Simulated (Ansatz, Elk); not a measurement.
## TlS3Br: X-ray structure factors from the self-consistent density

Structure refinements treat a crystal as free atoms side by side. For a made-up structure of TlS3Br (cell and positions from a PBEsol relaxation) the runs below show what the calculated density changes in F(hkl).

Method: DFT, PBE, all-electron APW+lo, Dirac cores, scalar-relativistic bands, static density, no spin, in Elk 11.2.3 (patched build).

This account leaves out most program logs.

The structure was built from a prototype and need not be the compound's stable phase.

## (1) Set-up

The structure is orthorhombic, space group Cmmm (No. 65). The conventional cell has a = 4.822 Å, b = 9.924 Å, c = 5.454 Å, α = 90.00°, β = 90.00°, γ = 90.00°. Tl has 6 S at 2.73 to 2.76 Å nearest. Nearest to Br lie 2 S at 2.41 Å. Nearest to S lie 2 S at 2.41 Å and 2 Tl at 2.76 Å. S has 2 Br at 2.41 Å and 2 Tl at 2.73 Å nearest. Farther neighbours and most contacts between anions are not listed.

## (2) Ground state and structure factors

An all-electron density is needed, since X-rays see the cores too. Task 0 finds the density and task 195 Fourier-transforms it; tshift is off so that phases refer to the origin typed.

File elk.in:

```
tasks
  0
  195

xctype
  20

spinpol
  .false.

rgkmax
  7.0

gmaxvr
  14.0

lmaxo
  7

lmaxapw
  8

swidth
  0.002

tshift
  .false.

ramdisk
  .false.

hmaxvr
  5.5

maxscl
  120

epspot
  1e-06

sppath
  './'

avec
  4.55639523113 -9.37688701419 -0.00000000000
  4.55639523113 9.37688701419 0.00000000000
  0.00000000000 0.00000000000 10.30629235072

atoms
  3
  'Tl.in'
  1
  0.0000000000 0.0000000000 -0.0000000000   0.000000 0.000000 0.000000
  'Br.in'
  1
  0.5000000000 0.5000000000 0.5000000000   0.000000 0.000000 0.000000
  'S.in'
  3
  0.5000000000 -0.0000000000 0.0000000000   0.000000 0.000000 0.000000
  -0.0000000000 0.5000000000 -0.0000000000   0.000000 0.000000 0.000000
  -0.0000000000 0.0000000000 0.5000000000   0.000000 0.000000 0.000000

ngridk
  5 5 4
```

On the command line:

```
$ OMP_NUM_THREADS=4 elk
```

It took 42 s on 4 threads of Arm Neoverse V1, shared host; peak memory 0.22 GiB.

SFACRHO.OUT:

```text

h k l indices transformed by vhmat matrix:
   1.000000000       0.000000000       0.000000000    
   0.000000000       1.000000000       0.000000000    
   0.000000000       0.000000000       1.000000000    

      h      k      l  multipl.   |H|            Re(F)            Im(F)           |F|

      0      0      0      1   0.0000000       164.00000      0.25326442E-15   164.00000    
      0      0      1      2  0.60964555       58.824147      0.48213356E-14   58.824147    
      1     -1      0      2  0.67007156       94.683298     -0.88009188E-16   94.683298    
     -1      0      0      4  0.76658108       57.576714     -0.23826146E-13   57.576714    
      1     -1      1      4  0.90590485       3.9518878      0.50286873E-14   3.9518878    
     -1      0     -1      8  0.97944589       90.541138     -0.81043826E-15   90.541138    
      2     -1      0      4   1.2188676       53.188990     -0.69474722E-14   53.188990    
      0      0      2      2   1.2192911       133.29353     -0.81039639E-14   133.29353    
     -2      2      0      2   1.3401431       129.26600      0.79744854E-16   129.26600    
     -2      1      1      8   1.3628302       84.892795      0.36268286E-13   84.892795    
      1      1      0      2   1.3789816       84.842054     -0.18666185E-13   84.842054    
      1     -1      2      4   1.3912824       84.448661     -0.91546085E-14   84.448661    
      1      0     -2      8   1.4402491       51.173129      0.17818490E-13   51.173129    
      2     -2      1      4   1.4722946       50.802759      0.44838972E-14   50.802759    
     -1     -1      1      4   1.5077327       8.1264157     -0.36690057E-13   8.1264157    
     -2      0      0      4   1.5331622       124.34633      0.39601749E-13   124.34633    
     -2      0      1      8   1.6499254       49.111276     -0.15062786E-13   49.111276    
     -1      2      2      8   1.7240386       48.452034     -0.13456809E-13   48.452034
```

Elk indexes on the primitive cell of elk.in and gives |H| = 4π sin θ/λ in inverse bohr. Below, one row stands for each form hkl of the conventional cell (m members, Friedel mates merged), F is for one primitive cell and the density is static (no thermal factor). Free-atom factors are Waasmaier and Kirfel's, and R is Σm||F|−|F'||/Σm|F|.

```csv
hkl,m,sin θ/λ (Å⁻¹),"abs F, DFT",neutral atoms,diff.
001,2,0.092,58.824,58.972,-0.148
020,2,0.101,94.683,94.986,-0.302
110,4,0.115,57.577,57.579,-0.002
021,4,0.136,3.952,4.184,-0.232
111,8,0.147,90.541,90.685,-0.144
130,4,0.183,53.189,53.267,-0.078
002,2,0.183,133.293,133.408,-0.115
040,2,0.202,129.266,129.588,-0.322
131,8,0.205,84.893,84.975,-0.083
200,2,0.207,84.842,84.734,+0.108
022,4,0.209,84.449,84.550,-0.101
112,8,0.217,51.173,51.150,+0.023
041,4,0.221,50.803,50.846,-0.044
201,4,0.227,8.126,8.758,-0.631
```

## (3) The highest occupied states alone

An energy window below the Fermi level keeps the highest occupied states, to see at which angles they scatter; shallow core shells can lie inside it and anion s states outside. No new self-consistency is needed.

Changes to elk.in since step 2:

```diff
@@ -1,3 +1,2 @@
 tasks
-  0
   195
@@ -40,2 +39,5 @@
 
+wsfac
+  -0.258720 0.408780
+
 sppath
```

On the command line:

```
$ OMP_NUM_THREADS=4 elk
```

Wall time 18 s (4 threads); peak memory 0.16 GiB; 21 s of CPU time.

States within 10 eV below the Fermi level hold 20.50 electrons; any levels below the window count with the cores, and a count that is not whole means the window cuts a band. Their amplitudes can exceed the total, where window and core parts have opposite phase:

```csv
hkl,sin θ/λ (Å⁻¹),"abs F, window","abs F, all"
001,0.092,1.223,58.824
020,0.101,1.657,94.683
110,0.115,0.829,57.577
021,0.136,7.992,3.952
111,0.147,0.978,90.541
130,0.183,0.332,53.189
002,0.183,5.470,133.293
040,0.202,3.992,129.266
131,0.205,0.375,84.893
200,0.207,0.297,84.842
```

## (4) Another functional

The difference from free atoms is small, so it is set against the change that PBEsol makes.

Changes to elk.in since step 3:

```diff
@@ -1,2 +1,3 @@
 tasks
+  0
   195
@@ -4,3 +5,3 @@
 xctype
-  20
+  22
 
@@ -39,5 +40,2 @@
 
-wsfac
-  -0.258720 0.408780
-
 sppath
```

On the command line:

```
$ OMP_NUM_THREADS=4 elk
```

The job ended after 42 s (4 threads; peak memory 0.22 GiB).

Against the first run R = 0.01 %; the largest change is -0.067 at 220.

## (5) Basis size

The basis and the expansions that go with it are enlarged, to see whether the differences are converged.

Changes to elk.in since step 4:

```diff
@@ -5,3 +5,3 @@
 xctype
-  22
+  20
 
@@ -11,12 +11,12 @@
 rgkmax
-  7.0
+  8.5
 
 gmaxvr
-  14.0
+  18.0
 
 lmaxo
-  7
+  9
 
 lmaxapw
-  8
+  10
```

On the command line:

```
$ OMP_NUM_THREADS=4 elk
```

Elapsed: 1.9 min, on 4 threads; peak memory 0.44 GiB; 5.1 min of CPU time.

Against the first run R = 0.01 %; the largest change is -0.016 at 006.

## (6) Settings against the effect

```csv
run,R against the first run (%),"R against neutral atoms, low angle (%)",wall time
"PBE, rgkmax 7",0.00,0.18,42 s
PBEsol,0.01,0.18,42 s
rgkmax 8.5 with larger expansions,0.01,0.18,1.9 min
```

## (7) Summary of results

- R against neutral atoms, sin θ/λ < 0.3 Å⁻¹: 0.18 %
- R against neutral atoms, 0.3 to 0.59 Å⁻¹: 0.12 %

Independent neutral atoms miss the calculated amplitudes by R = 0.18 % below 0.3 Å⁻¹ and 0.12 % from there to 0.59 Å⁻¹; by shells, 0.23 % below 0.15 Å⁻¹ (5 forms), 0.17 % 0.15 to 0.3 (21 forms), 0.16 % 0.3 to 0.45 (44 forms), 0.10 % above 0.45 (79 forms). Bonding, aspherical density and the tables' own atoms all enter these figures, and the runs don't part them. The largest change of an amplitude is -0.63 electrons, at 201. The window's part falls from 20.5 electrons at the origin to at most 0.55 between 0.45 and 0.59 Å⁻¹. Below 0.3 Å⁻¹ the changes that finished (PBEsol and rgkmax 8.5 with larger expansions) move F by R = 0.02 % at most, against the 0.18 % that separates it from free atoms. The k-mesh has no finished test. Spin-orbit coupling is left out, which can matter for elements this heavy. Part of the difference isn't bonding: the tables are fits to free atoms and ions calculated by other methods than this functional. Thermal motion, anomalous dispersion and extinction are left out.

[Logs are printed without paths, hosts, clocks, repeated set-up lines and the standing remarks that a program may print on its own settings, such as how far it seeks lower states.]

[Hosts, paths, dates, database ids (printed as entryN), source tags and the programs' standing remarks are cut or masked in the printed files.]
